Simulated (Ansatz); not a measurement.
# What Ag2Bi (built on the YAu2 structure) distorts into, part 3 of 3

Aim: this structure of Ag2Bi (built on the YAu2 structure) is to be tested for unstable modes, and one is followed downhill.

Ansatz 0.2.0; DFT PBEsol, scalar-relativistic, plane waves, PAW.

So far. Step 5 (Energy along the mode, all amplitudes (two of the runs …): The lowest step is at 0.14 Å, 0.934 meV/atom below the parent, and the energy rises beyond it. Step 7 (The new phase in its own primitive cell): The largest force component left is 0.89 meV/Å and the pressure is 0.000 GPa, within the tolerances set. The cell now holds 21.09 Å³/atom.

The structure was built from a prototype and need not be the compound's stable phase.

### 8. Modes of the new phase, k-mesh 12×12×6

A relaxed structure may still be a saddle point, so its zone-centre modes are computed. No field response is asked, since the mesh shows no gap.

File input.yaml:

```yaml
crystal:
  lattice:
    - [5.6777128799, -1.6745412225, 0.0001018068]
    - [5.6777128799, 1.6745412225, 0.0001018068]
    - [-2.0495855538, 0.0, 6.6556713058]
  atoms:
    - { symbol: Bi, position: [0.9822135829, 0.9822135829, 0.7268097289] }
    - { symbol: Bi, position: [0.0177864171, 0.0177864171, 0.2731902711] }
    - { symbol: Ag, position: [0.6646972435, 0.6646972435, 0.0478466266] }
    - { symbol: Ag, position: [0.7007287014, 0.7007287014, 0.6295036772] }
    - { symbol: Ag, position: [0.3353027565, 0.3353027565, 0.9521533734] }
    - { symbol: Ag, position: [0.2992712986, 0.2992712986, 0.3704963228] }
kpoints:
  mp_grid: { grid: [12, 12, 6] }
hamiltonian:
  xc: pbesol
scf:
  occupations: { method: methfessel_paxton, width: 0.2 }
output:
  eigenvalues: true
phonons:
  method: dfpt
```

Launch:

```console
> ansatz run input.yaml --threads 8 --pin off --max-ram 14336MiB --backend cpu --events-out ev --progress --plain --runs-dir out
```

The program printed:

```text
zone centre: on kpoints.mp_grid the ground state, and the responses unless they are solved on pairs of k-points, stand on 242 of the mesh's 864 k-points, reduced under 2 symmetry operations, with k and −k counted as one. Each operation leaves every solved displacement unchanged or reverses it
[...]
Crystal: 6 atoms, lattice volume = 126.559 Å³
Basis set: ecut = 420 eV, 2469 PW (Γ), exchange–correlation on 80×80×96 points (8 copies of the dense FFT grid, shifted against one another)
Bands: 64, of which v1, the nominal top of the filled ones, is band 53 counted from 1 (52 counted from 0)
Symmetry: 4 space group operations
k-points: 242 of 864 (irreducible under 2 space group operations, time reversal used)
[...]
SCF iter   1: F=—  HF=-54572.490886 eV  |F-HF|=—  |Δ(HF+E_count)|=         —  Δρ=7.30e-3  dr2=6.74e-2  ethr=1.77e-3  ⟨swp⟩=6.5  Hψ=57051  notcnv=0  defer=30
[...]
SCF iter  11: F=-54572.473438 eV  HF=-54572.473438 eV  |F-HF|=0.00e0  |Δ(HF+E_count)|=  1.46e-11  S|Δr|=    0.00e0  Δρ=4.60e-8  dr2=4.79e-12  ethr=1.00e-12  ⟨swp⟩=10.9  Hψ=85974  notcnv=0
SCF 1 converged in 11 iterations: F = -54572.473438 eV  dr2 = 4.79e-12
[...]
DFPT response loops at Γ: preconditioner auto → Kerker (q_TF=auto, 2.649 Å⁻¹) (partly filled bands, converged f_vac=0.000); β = 1.00, the filter's whole step (`scf.mixing.beta` (0.50) is not read by the response loops under this deck's `scf.mixing.preconditioner`; to damp them name `kerker` or `kerker_dos`, under which they read `scf.mixing.beta`, and type it under 1.00, their step now; both keys bind the ground state too); Broyden in place of MSR1
SCF converged after 11 iterations
[...]
Free energy (F): -54572.473438 eV
[...]
Internal energy: -54572.475352 eV  (E = F + TS)
E sigma→0 (E₀):  -54572.473917 eV
Entropy (-TS):   0.001915 eV (0.319 meV/atom)
Fermi energy:    15.237785 eV
[...]
--- Band table (eV; the first three rows and the last of 242) ---
  k-point 0: bands = [... 49 lower, 12.1164, 12.2278, 12.3580, 14.3623, 17.9929, 18.4183, 18.5826, 18.7168, ... 7 higher]
  k-point 1: bands = [... 49 lower, 12.0288, 12.1788, 12.4723, 14.6602, 16.7262, 17.4798, 18.6241, 19.7103, ... 7 higher]
  k-point 2: bands = [... 49 lower, 12.0519, 12.3272, 12.9608, 14.8770, 15.1993, 16.9378, 18.7605, 19.2220, ... 7 higher]
  k-point 241: bands = [... 49 lower, 11.6010, 12.7487, 13.4482, 17.0094, 17.3143, 18.5771, 18.8170, 18.9548, ... 7 higher]
--- Phonons (Γ-DFPT): 9 representative perturbations + reference, on 242 of 864 k-points (Σ response iterations 31) ---
  k mesh reduced under 2 symmetry operations, with k and −k counted as one. Each operation leaves every solved displacement unchanged or reverses it
  ASR residual: 1.314e-4 → 0.000e0 eV/Å²; symmetrization residual: 8.805e-5 eV/Å²
  ASR residual per site (eV/Å²): 1.31e-4 1.31e-4 1.16e-4 9.53e-5 1.16e-4 9.53e-5
  Γ frequencies (cm⁻¹): 0.00 0.00 0.00 35.78 43.12 49.75 50.18 53.72 67.17 75.07 85.43 96.60 98.95 106.61 118.62 118.69 125.98 138.08
  non-analytic LO–TO correction: not included (Born effective charges unavailable; polar crystals: no LO–TO splitting at Γ)
```

Wall time 5.5 min (8 threads of Arm Neoverse V2, shared host); peak memory 5.3 GiB.

Numbers from this step:

| Quantity | Value |
| --- | --- |
| sum-rule residual before enforcement | 1.31e-4 eV/Å² |
| point group | 2/m |
| highest optical mode at the zone centre (no LO-TO term) | 138.1 cm⁻¹ |
| lowest optical zone-centre mode | 35.78 cm⁻¹ |

Patterns of degenerate modes are one choice out of their space. The modes at Γ (shares of kinetic energy by element, %):

```tsv
mode	frequency (cm⁻¹)	symmetry	Bi %	Ag %
1	0.0	acoustic	49	51
2	0.0	acoustic	49	51
3	0.0	acoustic	49	51
4	35.8	Ag	60	40
5	43.1	Bg	100	0
6	49.8	Au	49	51
7	50.2	Bu	29	71
8	53.7	Ag	37	63
9	67.2	Bu	22	78
10	75.1	Bg	0	100
11	85.4	Au	2	98
12	96.6	Ag	75	25
13	99.0	Bu	49	51
14	106.6	Ag	15	85
15	118.6	Bg	0	100
16	118.7	Ag	8	92
17	126.0	Bu	2	98
18	138.1	Ag	5	95
```

Displacements in mode 4 (35.8 cm⁻¹), the largest set to 1:
```
Bi1 -0.93  0.00 -0.52
Bi2  0.93  0.00  0.52
Ag3 -0.30  0.00 -1.00
Ag4 -0.04  0.00  0.63
Ag5  0.30  0.00  1.00
Ag6  0.04  0.00 -0.63
```

Displacements in mode 16 (118.7 cm⁻¹), the largest set to 1:
```
Bi1 -0.28  0.00  0.15
Bi2  0.28  0.00 -0.15
Ag3  0.10  0.00  0.94
Ag4  0.44  0.00  1.00
Ag5 -0.10  0.00 -0.94
Ag6 -0.44  0.00 -1.00
```

Before it was imposed, the acoustic sum rule was missed by 1.3e-4 eV/Å². Small misses are needed for a sound result but don't prove that mesh and cutoff are converged. The lowest optical mode is real, 35.8 cm⁻¹.

### 9. The phases reached

The phases reached along the modes that were followed are set side by side.

Energies are those of the first relaxation, on the mesh of the frozen mode; space group, volume and gap are those of the last relaxation. Phases, by row:

```tsv
mode frozen in	space group	energy from parent (meV/atom)	volume (Å³/atom)	gap on mesh (eV)	lowest zone-centre optical mode (cm⁻¹)	largest shift (Å)
parent	I4/mmm	0	21.06	0	–	–
q = (0, 0, -0.5), 33i cm⁻¹	Cmcm	-23.84	21.37	0	45.5	0.519
q = (0, -0.5, 0), 18i cm⁻¹	C2/m	-5.47	21.09	0	35.8	0.345
```

### 10. Summary of results

```json
{"unstable mode of the parent": "q = (0, -0.5, 0), 18i cm⁻¹", "depth at the lowest point sampled": "0.934 meV/atom", "largest atomic shift at that point": "0.14 Å", "space group reached": "C2/m", "energy gained over the parent (first relaxation, on the mesh of the frozen mode)": "5.47 meV/atom", "volume per atom, phase reached": "21.1 Å³", "lowest optical zone-centre mode, phase reached": "35.8 cm⁻¹", "highest optical mode at the zone centre (no LO-TO term), phase reached": "138 cm⁻¹"}
```

What this shows: Along this mode the structure falls into C2/m, 5.47 meV/atom below the parent. At the parent's cell the well is 0.934 meV/atom deep on the steps tried, with its lowest point at a shift of 0.14 Å. Relaxing atoms and cell changes the gain by +4.54 meV/atom against the lowest step (energies at zero smearing). Most of the total comes from this relaxation. The new phase has no imaginary mode at the zone centre of its cell; other wavevectors were not checked. So shallow a well is near the error of the k mesh. Of the 2 patterns followed from this parent, this one ends 18.4 meV/atom above the lowest, Cmcm. Each path keeps the symmetry of its pattern, so a lower phase may lie along a pattern not tried. The q mesh stands for a supercell only 7.0 Å across, so branches between the solved wavevectors are rough. With no gap, or one that is small against the smearing, the frequencies hang on the k mesh and the smearing, most of all near Kohn anomalies. The phonon runs are without spin polarisation, although the cell has an odd electron count. Spin-orbit coupling is left out, which can matter for the heavy elements here. A phonon run warned that its eigensolver left some bands unconverged in a pass. The starting cell was built on a prototype and not taken from a measurement, so the phase need not exist.

[Long decimals in the printed logs are rounded to 6 places.]

[Logs are printed without paths, hosts, clocks, repeated set-up lines and the standing remarks that a program may print on its own settings, such as how far it seeks lower states.]

[Hosts, paths, dates, database ids (printed as entryN), source tags and the programs' standing remarks are cut or masked in the printed files.]

[Where the starting crystal was built by hand or by swapping elements, it need not be the compound's stable phase.]
